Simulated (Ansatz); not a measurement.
# Mo (Im-3m): thermal expansion from first principles, part 2 of 2

Aim: the lattice, expansion, heat capacity and bulk modulus of Mo as it warms.

Ansatz 0.2.0; DFT LDA, scalar-relativistic, plane waves, PAW; PAW set soft_1.

So far. Step 2 (Probe on a coarse mesh): The start is under -8.7 GPa at this level and looks like a metal on this mesh. Step 5 (Relaxing to small residual forces and stress): The residual pressure is 1.5e-4 GPa, small enough for phonons. The relaxed cell has a = 3.112 Å (conventional setting).

## 6. Phonons on strained cells

The study relaxes the crystal at several strains, solves the phonons on some of them and minimises the free energy at each temperature (static energy, vibrations, the electrons in a metal, and PV under a set pressure); the q-mesh sets how far the force constants reach.

input.yaml

```yaml
crystal:
  lattice:
    - [-1.5559997417, 1.5559997417, 1.5559997417]
    - [1.5559997417, -1.5559997417, 1.5559997417]
    - [1.5559997417, 1.5559997417, -1.5559997417]
  atoms:
    - { symbol: Mo, position: [0.0, 0.0, 0.0] }
kpoints:
  mp_grid: { grid: [20, 20, 20] }
hamiltonian:
  xc: lda
  pseudopotentials: { kind: paw, azcp: { folder: soft_1 }, xc_functional: pbe }
scf:
  occupations: { method: methfessel_paxton, width: 0.2 }
  lower_state_search: "off"
output:
  eigenvalues: true
phonons:
  method: dfpt
  qmesh: [4, 4, 4]
  temperatures: { t_max: 1200.0, t_step: 50 }
  thermal_expansion: {}
```

Command:

```sh
> ansatz run input.yaml --threads 8 --pin off --max-ram 16384MiB --backend cpu --events-out ev --progress --plain --runs-dir out
```

Numbers of over 12 decimals in the logs are rounded to 6 here.

What it wrote:

```text
[...]
Crystal: 1 atoms, lattice volume = 15.069 Å³
Basis set: ecut = 487.2 eV, 369 PW (Γ), exchange–correlation on 40×40×40 points (8 copies of the dense FFT grid, shifted against one another)
Bands: 11, of which v1, the nominal top of the filled ones, is band 7 counted from 1 (6 counted from 0)
Symmetry: 48 space group operations
[...]
k-points: 256 of 8000
[...]
SCF iter   1: F=—  HF=-4843.581288 eV  |F-HF|=—  |Δ(HF+E_count)|=         —  Δρ=1.10e-1  dr2=1.73e0  ethr=3.10e-3  ⟨swp⟩=4.9  Hψ=15145  notcnv=0
[...]
SCF iter   7: F=-4842.888972 eV  HF=-4842.888972 eV  |F-HF|=1.82e-12  |Δ(HF+E_count)|=   1.73e-9  S|Δr|=    0.00e0  Δρ=3.50e-7  dr2=5.17e-12  ethr=1.00e-12  ⟨swp⟩=4.3  Hψ=13882  notcnv=0
SCF 1 converged in 7 iterations: F = -4842.888972 eV  dr2 = 5.17e-12
[...]
relax step   1: F+E_penalty+E_count = -4842.88897220 eV  Δ(F+E_penalty+E_count) = +0.000e0 eV  max|allowed force component| = 0.000e0 eV/Å  Δτ_max = 0.0000 Å  (7 SCF iters, accepted)
SCF converged after 7 iterations
[...]
Free energy (F): -4842.888972 eV
[...]
Internal energy: -4842.888815 eV  (E = F + TS)
E sigma→0 (E₀):  -4842.888933 eV
Entropy (-TS):   -0.000157 eV (-0.157 meV/atom)
Fermi energy:    21.729498 eV
[...]
--- Stress (GPa, compression-positive) ---
       -0.002232       0.000000      -0.000000
       -0.000000      -0.002232       0.000000
       -0.000000      -0.000000      -0.002232
  P = ⅓ Tr σ = -0.0022 GPa (-0.022 kbar)
--- Band table (eV; the first three rows and the last of 256) ---
  k-point 0: bands = [... 3 lower, -12.6699, 14.3408, 20.2572, 20.2572, 20.2572, 23.3940, 23.3940, 36.4731]
  k-point 1: bands = [... 3 lower, -12.6703, 14.4572, 20.1906, 20.2473, 20.3671, 23.2921, 23.3954, 36.5630]
  k-point 2: bands = [... 3 lower, -12.6713, 14.7918, 20.0030, 20.2048, 20.6929, 23.0550, 23.4035, 36.7932]
  k-point 255: bands = [... 3 lower, -13.7545, 15.9625, 15.9625, 25.9185, 25.9185, 25.9185, 31.0276, 31.0276]
── thermal expansion: 3 new cells, 3 in all ──
thermal expansion: relaxation of cell 2
thermal expansion: relaxation of cell 3
── thermal expansion: 2 new cells, 5 in all ──
thermal expansion: relaxation of cell 4
thermal expansion: electrons of cell 4
thermal expansion: phonons of cell 4
thermal expansion: relaxation of cell 5
thermal expansion: electrons of cell 1
thermal expansion: electrons of cell 2
thermal expansion: electrons of cell 3
thermal expansion: electrons of cell 5
thermal expansion: phonons of cell 5
── thermal expansion: 5 new cells, 10 in all ──
thermal expansion: relaxation of cell 6
thermal expansion: relaxation of cell 7
thermal expansion: relaxation of cell 8
thermal expansion: relaxation of cell 9
thermal expansion: relaxation of cell 10
thermal expansion: electrons of cell 6
thermal expansion: electrons of cell 7
thermal expansion: electrons of cell 8
thermal expansion: electrons of cell 9
thermal expansion: electrons of cell 10
thermal expansion: phonons of cell 6
thermal expansion: phonons of cell 7
--- Relaxed structure (1 steps of the walk, 1 accepted, 0 SCFs on fresh bases) ---
  F+E_penalty+E_count = -4842.88897220 eV   max|allowed force component| = 0.000e0 eV/Å
  atoms:
    - { symbol: Mo, position: [0.0, 0.0, 0.0] }
--- Thermal expansion: 10 cells in 3 rounds, 0 GPa ---
  no lower state was looked for at cell 4: scf.lower_state_search: off
  without vibrations: a 2.69507, b 2.69507, c 2.69507 Å, V 15.0691 Å³, B 292.46 GPa
  at 0 K: a 2.69705, b 2.69705, c 2.69705 Å, V 15.1023 Å³, B 289.89 GPa
  zero-point expansion: a +0.073, b +0.073, c +0.073, V +0.221 %
      T/K        a/Å        b/Å        c/Å       V/Å³ | expansion of a, b, c, V (1e-6/K)   | that of V in the mean from 25 °C | C_P, C_V (J/mol K of the cell) | B_T, B_S (GPa)
     0.00    2.69705    2.69705    2.69705    15.1023 |    0.00    0.00    0.00    0.00 |    9.34 |     0.000     0.000 |   289.89   289.89
   150.00    2.69776    2.69776    2.69776    15.1143 |    3.84    3.84    3.84   11.51 |   13.47 |    18.966    18.914 |   288.07   288.86
   298.15    2.69956    2.69956    2.69956    15.1445 |    4.88    4.88    4.88   14.65 |       - |    23.720    23.554 |   284.36   286.37
   400.00    2.70094    2.70094    2.70094    15.1677 |    5.13    5.13    5.13   15.39 |   15.07 |    24.744    24.500 |   281.66   284.46
   550.00    2.70306    2.70306    2.70306    15.2036 |    5.35    5.35    5.35   16.05 |   15.49 |    25.588    25.228 |   277.56   281.52
   700.00    2.70527    2.70527    2.70527    15.2408 |    5.52    5.52    5.52   16.57 |   15.83 |    26.174    25.692 |   273.35   278.48
   850.00    2.70754    2.70754    2.70754    15.2793 |    5.68    5.68    5.68   17.05 |   16.13 |    26.668    26.057 |   269.04   275.35
  1000.00    2.70988    2.70988    2.70988    15.3190 |    5.84    5.84    5.84   17.53 |   16.42 |    27.128    26.378 |   264.62   272.14
  1150.00    2.71229    2.71229    2.71229    15.3599 |    6.01    6.01    6.01   18.03 |   16.70 |    27.579    26.679 |   260.09   268.86
  1200.00    2.71311    2.71311    2.71311    15.3738 |    6.07    6.07    6.07   18.20 |   16.79 |    27.729    26.778 |   258.56   267.75
  the static fit leaves 0.000 meV an atom of the energies and, of the stresses, 0.000 GPa of each cell's largest along a strain (root mean squares over the cells), whose Pulay part it has at -0.005 GPa
  vibrations' free energy: its fit passes through its cells
  the electrons' free energy at temperature is in it; its fit leaves 0.0001 meV an atom at the most
  free energies summed between the sampled wave vectors
  estimated error of the fitted expansion in any direction: up to 0.020e-6/K, at 1200 K, with few degrees of freedom (an estimate, not a bound: it was exceeded on models of known expansion)
  by sums over the sampled wave vectors an expansion of the volume parts by up to 0.15e-6/K
  by a static energy of one degree less an expansion of the volume parts by up to 0.00e-6/K
```

Run time: 6 min. Hardware: 8 threads of Arm Neoverse V2, shared host; peak memory 3.7 GiB.

This step gave:

```
pressure                                         : -0.002232 GPa
volume expansion coefficient at 298 K            : 14.65 1e-6/K
C_P at 298 K                                     : 23.72 J/mol-atom/K
entropy at 298 K                                 : 28.71 J/mol-atom/K
isothermal bulk modulus at 298 K                 : 284.4 GPa
Grüneisen parameter at 298 K                     : 1.613
volume at 298 K                                  : 15.14 Å³/atom
principal linear expansion coefficients at 298 K : 4.884, 4.884, 4.884 1e-6/K
```

Strained cells of the study; zero-point energy where phonons were solved; the pressures are stresses at a fixed cutoff and can carry an offset from the finite basis. Expansion cells, by row:

| cell | \|a\| (Å) | \|b\| (Å) | \|c\| (Å) | V (Å³/atom) | E - E_lowest (meV/atom) | pressure, compression positive (GPa) | gap (eV) | zero-point energy (meV/atom) |
| --- | --- | --- | --- | --- | --- | --- | --- | --- |
| 1 | 2.695 | 2.695 | 2.695 | 15.07 | 0 | -0.007 | - | - |
| 2 | 2.717 | 2.717 | 2.717 | 15.43 | 7.736 | -6.666 | - | - |
| 3 | 2.674 | 2.674 | 2.674 | 14.71 | 7.983 | 7.329 | - | - |
| 4 | 2.695 | 2.695 | 2.695 | 15.07 | 0 | -0.062 | - | 36.34 |
| 5 | 2.709 | 2.709 | 2.709 | 15.3 | 3.127 | -4.303 | - | 35.43 |
| 6 | 2.703 | 2.703 | 2.703 | 15.21 | 1.138 | -2.624 | - | 35.8 |
| 7 | 2.719 | 2.719 | 2.719 | 15.48 | 9.831 | -7.474 | - | 34.7 |
| 8 | 2.668 | 2.668 | 2.668 | 14.63 | 12.4 | 9.226 | - | - |
| 9 | 2.682 | 2.682 | 2.682 | 14.85 | 3.03 | 4.445 | - | - |
| 10 | 2.732 | 2.732 | 2.732 | 15.69 | 21.81 | -10.88 | - | - |

Quasi-harmonic; a, b, c are the run's own cell vectors. Expansion, by row:

| T (K) | a (Å) | b (Å) | c (Å) | alpha (deg) | beta (deg) | gamma (deg) | cell volume (Å³/cell) | alpha_a (1e-6/K) | alpha_b (1e-6/K) | alpha_c (1e-6/K) | alpha_V (1e-6/K) | C_P (J/mol-atom/K) | C_V (J/mol-atom/K) | S (J/mol-atom/K) | B_T (GPa) | B_S (GPa) | Grueneisen | extrapolation | fit error (1e-6/K) |
| --- | --- | --- | --- | --- | --- | --- | --- | --- | --- | --- | --- | --- | --- | --- | --- | --- | --- | --- | --- |
| 0 | 2.697 | 2.697 | 2.697 | 109.5 | 109.5 | 109.5 | 15.1 | 0 | 0 | 0 | 0 | 0 | 0 | 0 | 289.9 | 289.9 | - | 0 | 0 |
| 50 | 2.697 | 2.697 | 2.697 | 109.5 | 109.5 | 109.5 | 15.1 | 0.71 | 0.71 | 0.71 | 2.12 | 3.808 | 3.807 | 1.225 | 289.8 | 289.9 | 1.464 | 0 | 0 |
| 100 | 2.697 | 2.697 | 2.697 | 109.5 | 109.5 | 109.5 | 15.11 | 2.73 | 2.73 | 2.73 | 8.18 | 13.71 | 13.7 | 7.103 | 289.1 | 289.5 | 1.57 | 0 | 0 |
| 150 | 2.698 | 2.698 | 2.698 | 109.5 | 109.5 | 109.5 | 15.11 | 3.84 | 3.84 | 3.84 | 11.51 | 18.97 | 18.91 | 13.79 | 288.1 | 288.9 | 1.596 | 0 | 0 |
| 200 | 2.698 | 2.698 | 2.698 | 109.5 | 109.5 | 109.5 | 15.12 | 4.39 | 4.39 | 4.39 | 13.17 | 21.51 | 21.42 | 19.64 | 286.9 | 288.1 | 1.606 | 0 | 0 |
| 250 | 2.699 | 2.699 | 2.699 | 109.5 | 109.5 | 109.5 | 15.13 | 4.7 | 4.7 | 4.7 | 14.09 | 22.89 | 22.77 | 24.6 | 285.6 | 287.2 | 1.611 | 0 | 0 |
| 298.1 | 2.7 | 2.7 | 2.7 | 109.5 | 109.5 | 109.5 | 15.14 | 4.88 | 4.88 | 4.88 | 14.65 | 23.72 | 23.55 | 28.71 | 284.4 | 286.4 | 1.613 | 0 | 0 |
| 300 | 2.7 | 2.7 | 2.7 | 109.5 | 109.5 | 109.5 | 15.14 | 4.89 | 4.89 | 4.89 | 14.67 | 23.75 | 23.58 | 28.85 | 284.3 | 286.3 | 1.614 | 0 | 0 |
| 350 | 2.7 | 2.7 | 2.7 | 109.5 | 109.5 | 109.5 | 15.16 | 5.03 | 5.03 | 5.03 | 15.08 | 24.32 | 24.11 | 32.56 | 283 | 285.4 | 1.615 | 0 | 0.01 |
| 400 | 2.701 | 2.701 | 2.701 | 109.5 | 109.5 | 109.5 | 15.17 | 5.13 | 5.13 | 5.13 | 15.39 | 24.74 | 24.5 | 35.84 | 281.7 | 284.5 | 1.616 | 0 | 0.01 |
| 450 | 2.702 | 2.702 | 2.702 | 109.5 | 109.5 | 109.5 | 15.18 | 5.21 | 5.21 | 5.21 | 15.64 | 25.08 | 24.79 | 38.77 | 280.3 | 283.5 | 1.616 | 0 | 0.01 |
| 500 | 2.702 | 2.702 | 2.702 | 109.5 | 109.5 | 109.5 | 15.19 | 5.29 | 5.29 | 5.29 | 15.86 | 25.35 | 25.03 | 41.43 | 278.9 | 282.5 | 1.616 | 0 | 0.01 |
| 550 | 2.703 | 2.703 | 2.703 | 109.5 | 109.5 | 109.5 | 15.2 | 5.35 | 5.35 | 5.35 | 16.05 | 25.59 | 25.23 | 43.85 | 277.6 | 281.5 | 1.617 | 0 | 0.01 |
| 600 | 2.704 | 2.704 | 2.704 | 109.5 | 109.5 | 109.5 | 15.22 | 5.41 | 5.41 | 5.41 | 16.23 | 25.8 | 25.4 | 46.09 | 276.2 | 280.5 | 1.617 | 0 | 0.01 |
| 650 | 2.705 | 2.705 | 2.705 | 109.5 | 109.5 | 109.5 | 15.23 | 5.47 | 5.47 | 5.47 | 16.4 | 25.99 | 25.55 | 48.16 | 274.8 | 279.5 | 1.617 | 0 | 0.01 |
| 700 | 2.705 | 2.705 | 2.705 | 109.5 | 109.5 | 109.5 | 15.24 | 5.52 | 5.52 | 5.52 | 16.57 | 26.17 | 25.69 | 50.09 | 273.4 | 278.5 | 1.618 | 0 | 0.01 |
| 750 | 2.706 | 2.706 | 2.706 | 109.5 | 109.5 | 109.5 | 15.25 | 5.58 | 5.58 | 5.58 | 16.73 | 26.34 | 25.82 | 51.91 | 271.9 | 277.4 | 1.618 | 0 | 0.01 |
| 800 | 2.707 | 2.707 | 2.707 | 109.5 | 109.5 | 109.5 | 15.27 | 5.63 | 5.63 | 5.63 | 16.89 | 26.51 | 25.94 | 53.61 | 270.5 | 276.4 | 1.619 | 0 | 0.01 |
| 850 | 2.708 | 2.708 | 2.708 | 109.5 | 109.5 | 109.5 | 15.28 | 5.68 | 5.68 | 5.68 | 17.05 | 26.67 | 26.06 | 55.23 | 269 | 275.4 | 1.62 | 0 | 0 |
| 900 | 2.708 | 2.708 | 2.708 | 109.5 | 109.5 | 109.5 | 15.29 | 5.74 | 5.74 | 5.74 | 17.21 | 26.82 | 26.17 | 56.75 | 267.6 | 274.3 | 1.62 | 0 | 0 |
| 950 | 2.709 | 2.709 | 2.709 | 109.5 | 109.5 | 109.5 | 15.31 | 5.79 | 5.79 | 5.79 | 17.37 | 26.98 | 26.27 | 58.21 | 266.1 | 273.2 | 1.621 | 0 | 0 |
| 1000 | 2.71 | 2.71 | 2.71 | 109.5 | 109.5 | 109.5 | 15.32 | 5.84 | 5.84 | 5.84 | 17.53 | 27.13 | 26.38 | 59.59 | 264.6 | 272.1 | 1.622 | 0 | 0.01 |
| 1050 | 2.711 | 2.711 | 2.711 | 109.5 | 109.5 | 109.5 | 15.33 | 5.9 | 5.9 | 5.9 | 17.69 | 27.28 | 26.48 | 60.92 | 263.1 | 271.1 | 1.623 | 0 | 0.01 |
| 1100 | 2.711 | 2.711 | 2.711 | 109.5 | 109.5 | 109.5 | 15.35 | 5.95 | 5.95 | 5.95 | 17.86 | 27.43 | 26.58 | 62.2 | 261.6 | 270 | 1.625 | 0 | 0.01 |
| 1150 | 2.712 | 2.712 | 2.712 | 109.5 | 109.5 | 109.5 | 15.36 | 6.01 | 6.01 | 6.01 | 18.03 | 27.58 | 26.68 | 63.42 | 260.1 | 268.9 | 1.626 | 0 | 0.02 |
| 1200 | 2.713 | 2.713 | 2.713 | 109.5 | 109.5 | 109.5 | 15.37 | 6.07 | 6.07 | 6.07 | 18.2 | 27.73 | 26.78 | 64.59 | 258.6 | 267.8 | 1.627 | 0 | 0.02 |

Expansion coefficient against temperature; values in 1e-6/K:

| temperature (K) | volume | principal 1 |
| --- | --- | --- |
| 0 | 0 | 0 |
| 50 | 2.12 | 0.71 |
| 100 | 8.18 | 2.73 |
| 150 | 11.5 | 3.84 |
| 200 | 13.2 | 4.39 |
| 250 | 14.1 | 4.7 |
| 298 | 14.7 | 4.88 |
| 300 | 14.7 | 4.89 |
| 350 | 15.1 | 5.03 |
| 400 | 15.4 | 5.13 |
| 450 | 15.6 | 5.21 |
| 500 | 15.9 | 5.29 |
| 550 | 16.1 | 5.35 |
| 600 | 16.2 | 5.41 |
| 650 | 16.4 | 5.47 |
| 700 | 16.6 | 5.52 |
| 750 | 16.7 | 5.58 |
| 800 | 16.9 | 5.63 |
| 850 | 17.1 | 5.68 |
| 900 | 17.2 | 5.74 |
| 950 | 17.4 | 5.79 |
| 1000 | 17.5 | 5.84 |
| 1050 | 17.7 | 5.9 |
| 1100 | 17.9 | 5.95 |
| 1150 | 18.0 | 6.01 |
| 1200 | 18.2 | 6.07 |

At 298 K the volume expansion is 14.7 × 10⁻⁶/K and B_T is 284 GPa. The q-mesh is coarse, so this is a first estimate. The program raised the cutoff to 487.2 eV by itself: with no cutoff typed, the study takes about 1.16 times the default for its relaxations and scales it with the volume for the phonons.

## 7. Summary of results

```yaml
settings_of_these_figures: LDA, 487.2 eV, k 20×20×20, q 4×4×4
volume_expansion_coefficient_at_298_k: 14.65 1e-6/K
c_p_at_298_k: 23.72 J/mol-atom/K
entropy_at_298_k: 28.71 J/mol-atom/K
isothermal_bulk_modulus_at_298_k: 284.4 GPa
grueneisen_parameter_at_298_k: 1.613
volume_at_298_k: 15.14 Å³/atom
principal_linear_expansion_coefficients_at_298_k: 4.884, 4.884, 4.884 1e-6/K
```

In words: Near room temperature Mo expands by 14.7 × 10⁻⁶/K in volume by LDA, with C_P = 23.7 J/(mol K) per mole of atoms and B_T = 284 GPa. The q-mesh is coarse, and the expansion can converge slowly with it. C_P at room temperature is 95 % of the classical 3R an atom. In this metal the study includes the electrons' free energy, which adds a term that grows with temperature, so the heat capacities need not level off at 3R. The PAW files were made for PBE and are used here under another functional, for which the program regenerates the frozen cores.

[Logs are printed without paths, hosts, clocks, repeated set-up lines and the standing remarks that a program may print on its own settings, such as how far it seeks lower states.]

[Hosts, paths, dates, database ids (printed as entryN), source tags and the programs' standing remarks are cut or masked in the printed files.]

[A step with changed settings may run another functional than the one named; its input shows which.]
